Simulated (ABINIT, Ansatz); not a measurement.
# CaHClO (P6_3mc): G0W0 with ABINIT, start to end, part 2 of 2

How does a plane-wave GW calculation on CaHClO (P6_3mc) run from the first input to the gap?

ABINIT 10.8.3; LDA and many-body steps on it, plane waves. Known limits of the many-body steps: not at the basis limit; coarse k mesh.

So far. Step 2 (Ground state): The gap is direct, at Γ. Step 3 (Empty states on the mesh, 3×3×2 mesh, 443 bands): On this mesh the gap is 5.066 eV.

## (4) Screening, 3×3×2 mesh, 403 bands, screening to 217.7 eV

The RPA dielectric matrix is built and inverted for each q.

This step: RPA screening on LDA, plane waves, norm-conserving pseudopotentials.

Contents of run.abi:

```
acell 3*1.0 Angstrom
rprim 
  3.869837503795 0.000000000001 0.000000000000
  -1.934918751899 3.351377586804 0.000000000000
  0.000000000000 0.000000000000 9.809829070000
ntypat 4
znucl 20 1 17 8
natom 8
typat 1 1 2 2 3 3 4 4
xred 
  0.333333333333 0.666666666667 0.000072350000
  0.666666666667 0.333333333333 0.500072350000
  0.000000000000 0.000000000000 0.166937970000
  0.000000000000 0.000000000000 0.666937970000
  0.333333333333 0.666666666667 0.316666000000
  0.666666666667 0.333333333333 0.816666000000
  0.000000000000 0.000000000000 0.068122680000
  0.000000000000 0.000000000000 0.568122680000
pp_dirpath "pseudos"
pseudos "Ca.upf, H.upf, Cl.upf, O.upf"
ecut 36
ngkpt 3 3 2
nshiftk 1
shiftk 0 0 0
kptopt 1
chksymbreak 0
istwfk *1
occopt 1
irdwfk 1
optdriver 3
nband 403
ecuteps 8
inclvkb 2
awtr 1
symchi 1
indata_prefix "in"
outdata_prefix "out"
tmpdata_prefix "tmp"
```

On the command line:

```bash
$ OMP_NUM_THREADS=1 mpirun -n 4 abinit run.abi > log
```

Numbers of over 12 decimals in the logs are rounded to 6 here.

The log of the run:

```text
.Version 10.8.3 of ABINIT. v10.8.2 released Aug 2026.

 Symmetries : space group P6_3 m c (#186); Bravais hP (primitive hexag.)
[... echo of the input left out ...]
== DATASET  1 ==================================================================
-   mpi_nproc: 4, omp_nthreads: 1 (-1 if OMP is not activated)

--- !DatasetInfo
iteration_state: {dtset: 1, }
dimensions: {natom: 8, nkpt: 6, mband: 403, nsppol: 1, nspinor: 1, nspden: 1, mpw: 8886, }
cutoff_energies: {ecut:  36.0, pawecutdg:  -1.0, }
electrons: {nelect:   4.80000000E+01, charge:   0.00000000E+00, occopt:   1.00000000E+00, tsmear:   1.00000000E-02, }

 SCREENING: Calculation of the susceptibility and dielectric matrices

 Based on a program developped by R.W. Godby, V. Olevano, G. Onida, and L. Reining.
 Incorporated in ABINIT by V. Olevano, G.-M. Rignanese, and M. Torrent.
.Using double precision arithmetic ; gwpc =  8

[... cell and pseudopotentials left out ...]
--------------------------------------------------------------------------------

 ==== K-mesh for the wavefunctions ====
 Number of points in the irreducible wedge :     6
[... list of points left out ...]
 Together with 12 symmetry operations and time-reversal symmetry
 yields    18 points in the full Brillouin Zone.

 ==== Q-mesh for the screening function ====
 Number of points in the irreducible wedge :     6
[... list of points left out ...]
 Together with 12 symmetry operations and time-reversal symmetry
 yields    18 points in the full Brillouin Zone.

 setmesh: FFT mesh size selected  =    30x   30x   80
          total number of points  =        72000

 vcoul_init : cutoff-mode = AUXILIARY_FUNCTION
 q-points for optical limit:   1
     1)      0.000010    0.000020    0.000030

- screening: taking advantage of time-reversal symmetry
- Maximum band index for partially occupied states nbvw = 24
- Remaining bands to be divided among processors   nbcw = 379
- Number of bands treated by each node ~94

 Number of electrons calculated from density =   48.0000; Expected =   48.0000
 average of density, n =  0.055907
 r_s =    1.6224
 omega_plasma =   22.8081 [eV]

 calculating chi0 at frequencies [eV] :
  1    0.000000E+00    0.000000E+00
  2    0.000000E+00    2.280810E+01

--------------------------------------------------------------------------------
  q-point number  1        q = ( 0.000000, 0.000000, 0.000000) [r.l.u.]
--------------------------------------------------------------------------------
[... chi0 elements left out ...]
 For q-point:  0.000010 0.000020 0.000030
  dielectric constant =   2.9533
  dielectric constant without local fields =   3.3756

  Average fulfillment of the sum rule on Im[epsilon] for q-point    1 :     80.51  [%]
[... wings left out ...]
  q-point number  2        q = ( 0.333333, 0.000000, 0.000000) [r.l.u.]
--------------------------------------------------------------------------------
[... chi0 elements left out ...]
  Average fulfillment of the sum rule on Im[epsilon] for q-point    2 :     80.74  [%]

 [... 4 further q-points ...]
```

Wall time 9.2 min (4 MPI ranks of Arm Neoverse V1, shared host); peak memory 4.2 GiB; 37 min of CPU time.

This step gave:

| Quantity | Value |
| --- | --- |
| ε∞ with local fields, on this mesh, along the program's q direction | 2.953 |
| the same without local fields | 3.376 |
| plasma frequency | 22.81 eV |
| plane waves in the screening matrix | 935 |

Local fields lower ε∞ by 13 %. On a Γ-centred mesh this coarse the value itself is usually too large, while a short band sum pulls it down.

## (5) Self-energy, 3×3×2 mesh, 403 bands, screening to 217.7 eV

The self-energy is evaluated for the states that the input lists, and the levels follow from it, in one-shot runs by the linearised quasiparticle equation.

This step: G0W0 on LDA, plane waves, norm-conserving pseudopotentials.

Edit run.abi of step 4 so:

```diff
@@ -29,8 +29,15 @@
 irdwfk 1
-optdriver 3
+optdriver 4
 nband 403
+gwcalctyp 0
+ecutsigx 36
+symsigma 1
+nkptgw 1
+kptgw 
+  0.0000000000 0.0000000000 0.0000000000
+bdgw 
+  23 26
 ecuteps 8
-inclvkb 2
-awtr 1
-symchi 1
+irdscr 1
+ppmodel 1
 indata_prefix "in"
```

The log of the run:

```text
.Version 10.8.3 of ABINIT. v10.8.2 released Aug 2026.

 Symmetries : space group P6_3 m c (#186); Bravais hP (primitive hexag.)
[... echo of the input left out ...]
== DATASET  1 ==================================================================
-   mpi_nproc: 4, omp_nthreads: 1 (-1 if OMP is not activated)

--- !DatasetInfo
iteration_state: {dtset: 1, }
dimensions: {natom: 8, nkpt: 6, mband: 403, nsppol: 1, nspinor: 1, nspden: 1, mpw: 8886, }
cutoff_energies: {ecut:  36.0, pawecutdg:  -1.0, }
electrons: {nelect:   4.80000000E+01, charge:   0.00000000E+00, occopt:   1.00000000E+00, tsmear:   1.00000000E-02, }

 SIGMA: Calculation of the GW corrections

 Based on a program developped by R.W. Godby, V. Olevano, G. Onida, and L. Reining.
 Incorporated in ABINIT by V. Olevano, G.-M. Rignanese, and M. Torrent.
.Using double precision arithmetic ; gwpc =  8

[... cell and pseudopotentials left out ...]
--------------------------------------------------------------------------------

 ==== K-mesh for the wavefunctions ====
 Number of points in the irreducible wedge :     6
[... list of points left out ...]
 Together with 12 symmetry operations and time-reversal symmetry
 yields    18 points in the full Brillouin Zone.

 ==== Q-mesh for screening function ====
 Number of points in the irreducible wedge :     6
[... list of points left out ...]
 Together with 12 symmetry operations and time-reversal symmetry
 yields    18 points in the full Brillouin Zone.

 vcoul_init : cutoff-mode = AUXILIARY_FUNCTION
 q-points for optical limit:   1
     1)      0.000010    0.000020    0.000030
 setmesh: FFT mesh size selected  =    36x   36x  108
          total number of points  =       139968

 Number of electrons calculated from density =   48.0000; Expected =   48.0000
 average of density, n =  0.055907
 r_s =    1.6224
 omega_plasma =   22.8081 [eV]

 === KS Band Gaps ===
  >>>> For spin  1
   Minimum direct gap =   5.0657 [eV], located at k-point      :   0.0000  0.0000  0.0000
   Fundamental gap    =   5.0657 [eV], Top of valence bands at :   0.0000  0.0000  0.0000
                                       Bottom of conduction at :   0.0000  0.0000  0.0000
 SIGMA fundamental parameters:
 PLASMON POLE MODEL  1
 number of plane-waves for SigmaX                 8847
 number of plane-waves for SigmaC and W            935
 number of plane-waves for wavefunctions          8847
 number of bands                                   403
 number of independent spin polarizations            1
 number of spinorial components                      1
 number of k-points in IBZ                           6
 number of q-points in IBZ                           6
 number of symmetry operations                      12
 number of k-points in BZ                           18
 number of q-points in BZ                           18
 number of frequencies for dSigma/dE                 9
 frequency step for dSigma/dE [eV]                0.25
 number of omega for Sigma on real axis              0
 max omega for Sigma on real axis  [eV]           0.00
 zcut for avoiding poles [eV]                     0.10

 EPSILON^-1 parameters (SCR file):
 dimension of the eps^-1 matrix on file            935
 dimension of the eps^-1 matrix used               935
 number of plane-waves for wavefunctions          8847
 number of bands                                   403
 number of q-points in IBZ                           6
 number of frequencies                               2
 number of real frequencies                          1
 number of imag frequencies                          1

 matrix elements of self-energy operator (all in [eV])

 Perturbative Calculation

--- !SelfEnergy_ee
iteration_state: {dtset: 1, }
kpoint     : [   0.000,    0.000,    0.000, ]
spin       : 1
KS_gap     :    5.066
QP_gap     :    7.793
Delta_QP_KS:    2.728
data: !SigmaeeData |
     Band     E0 <VxcDFT>   SigX SigC(E0)      Z dSigC/dE  Sig(E)    E-E0       E
       23   0.926 -15.754 -20.089   2.440   0.806  -0.241 -17.281  -1.527  -0.601
       24   0.926 -15.754 -20.089   2.440   0.806  -0.241 -17.281  -1.527  -0.601
       25   5.992  -9.638  -4.893  -3.345   0.857  -0.166  -8.437   1.201   7.193
       26   6.916 -10.917  -5.289  -3.563   0.852  -0.174  -9.158   1.759   8.676

== END DATASET(S) ==============================================================
================================================================================

 -outvars: echo values of variables after computation  --------
           etotal      0.0000000000E+00
            nband         403
             nkpt           6
          spgroup         186
 [... the other variables as echoed above ...]

 Calculation completed.
```

It took 1.7 min on 4 MPI ranks; peak memory 4.7 GiB.

This step gave:

```
G0W0 gap on the points computed              : 7.794 eV
starting gap on the mesh                     : 5.066 eV
k of the valence top                         : 0, 0, 0
k of the conduction bottom                   : 0, 0, 0
Z at the valence top                         : 0.806
Z at the conduction bottom                   : 0.857
least direct G0W0 gap on the computed points : 7.794 eV
```

The gap on the mesh goes from 5.07 eV to 7.79 eV, a correction of +2.73 eV.

Limits: finite bands, cutoff and mesh; coarse k mesh. v1 is the top filled band, c1 the lowest empty one. Levels before and after the correction, in eV, zero at the valence-band top of each column:

|  | conduction bottom | valence top |
| --- | --- | --- |
| Kohn-Sham | 5.07 | 0.00 |
| G0W0 | 7.79 | 0.00 |

|  | level | energy (eV) |
| --- | --- | --- |
| Kohn-Sham | Γ v2-v1 | 0.000 |
| Kohn-Sham | Γ c1 | 5.066 |
| Kohn-Sham | Γ c2 | 5.990 |
| G0W0 | Γ v2-v1 | 0.000 |
| G0W0 | Γ c1 | 7.794 |
| G0W0 | Γ c2 | 9.277 |

## (6) Where the time went

Times are wall times on 4 MPI ranks of Arm Neoverse V1, shared host, good to a factor of about two.

| step | time | share | memory (GiB) |
| --- | --- | --- | --- |
| ground state | 68 s | 5 % | 0.46 |
| empty states on the mesh | 11 min | 48 % | 0.79 |
| screening | 9.2 min | 40 % | 4.2 |
| self-energy | 1.7 min | 8 % | 4.7 |

## (7) Summary of results

| Item | Value |
| --- | --- |
| LDA gap | 5.07 eV, direct |
| G0W0 gap on the mesh | 7.79 eV |
| GW settings | 3×3×2 mesh, 403 bands, screening to 217.7 eV, Godby-Needs plasmon pole |
| known limits | not at the basis limit; coarse k mesh |

G0W0 moves the gap on the mesh from 5.07 eV to 7.79 eV (+2.73 eV), with Z of 0.81 and 0.86 at the edges. Local fields lower the RPA ε∞ on this mesh from 3.38 to 2.95; a Γ-centred mesh this coarse tends to raise both, most where the direct gap is narrow, while a short band sum lowers them. Only 1 of the mesh's irreducible points was corrected, so a valley elsewhere could overtake. Bands and cutoff are finite, so the gap is not at the basis limit. The miss can reach some tenths of an eV and take either sign; the mesh is an error of its own. In the G0W0 run levels were corrected at 1 k point alone, so a gap called «on the mesh» is the least over those, and an edge elsewhere would be missed. The 3×3×2 mesh is coarse for this cell, which bears on the long-range parts of exchange and screening.

[Paths, hosts, dates, memory and timing lines, banners, echoed tables and standing remarks are left out of the program output.]

[Logs are printed without paths, hosts, clocks, repeated set-up lines and the standing remarks that a program may print on its own settings, such as how far it seeks lower states.]

[Runs of the session that timed out or met a known fault of the program may be left out.]

[Hosts, paths, dates, database ids (printed as entryN), source tags and the programs' standing remarks are cut or masked in the printed files.]

[G0W0 gaps are taken among the corrected bands and points alone; a level outside them can change the order at an edge.]

[Where Ansatz stands beside ABINIT at settings called matched, ABINIT's density can come from a denser mesh and the files from another edition; pairs whose starting gaps differed by over 0.03 eV were left out, so agreement reads better than it is.]
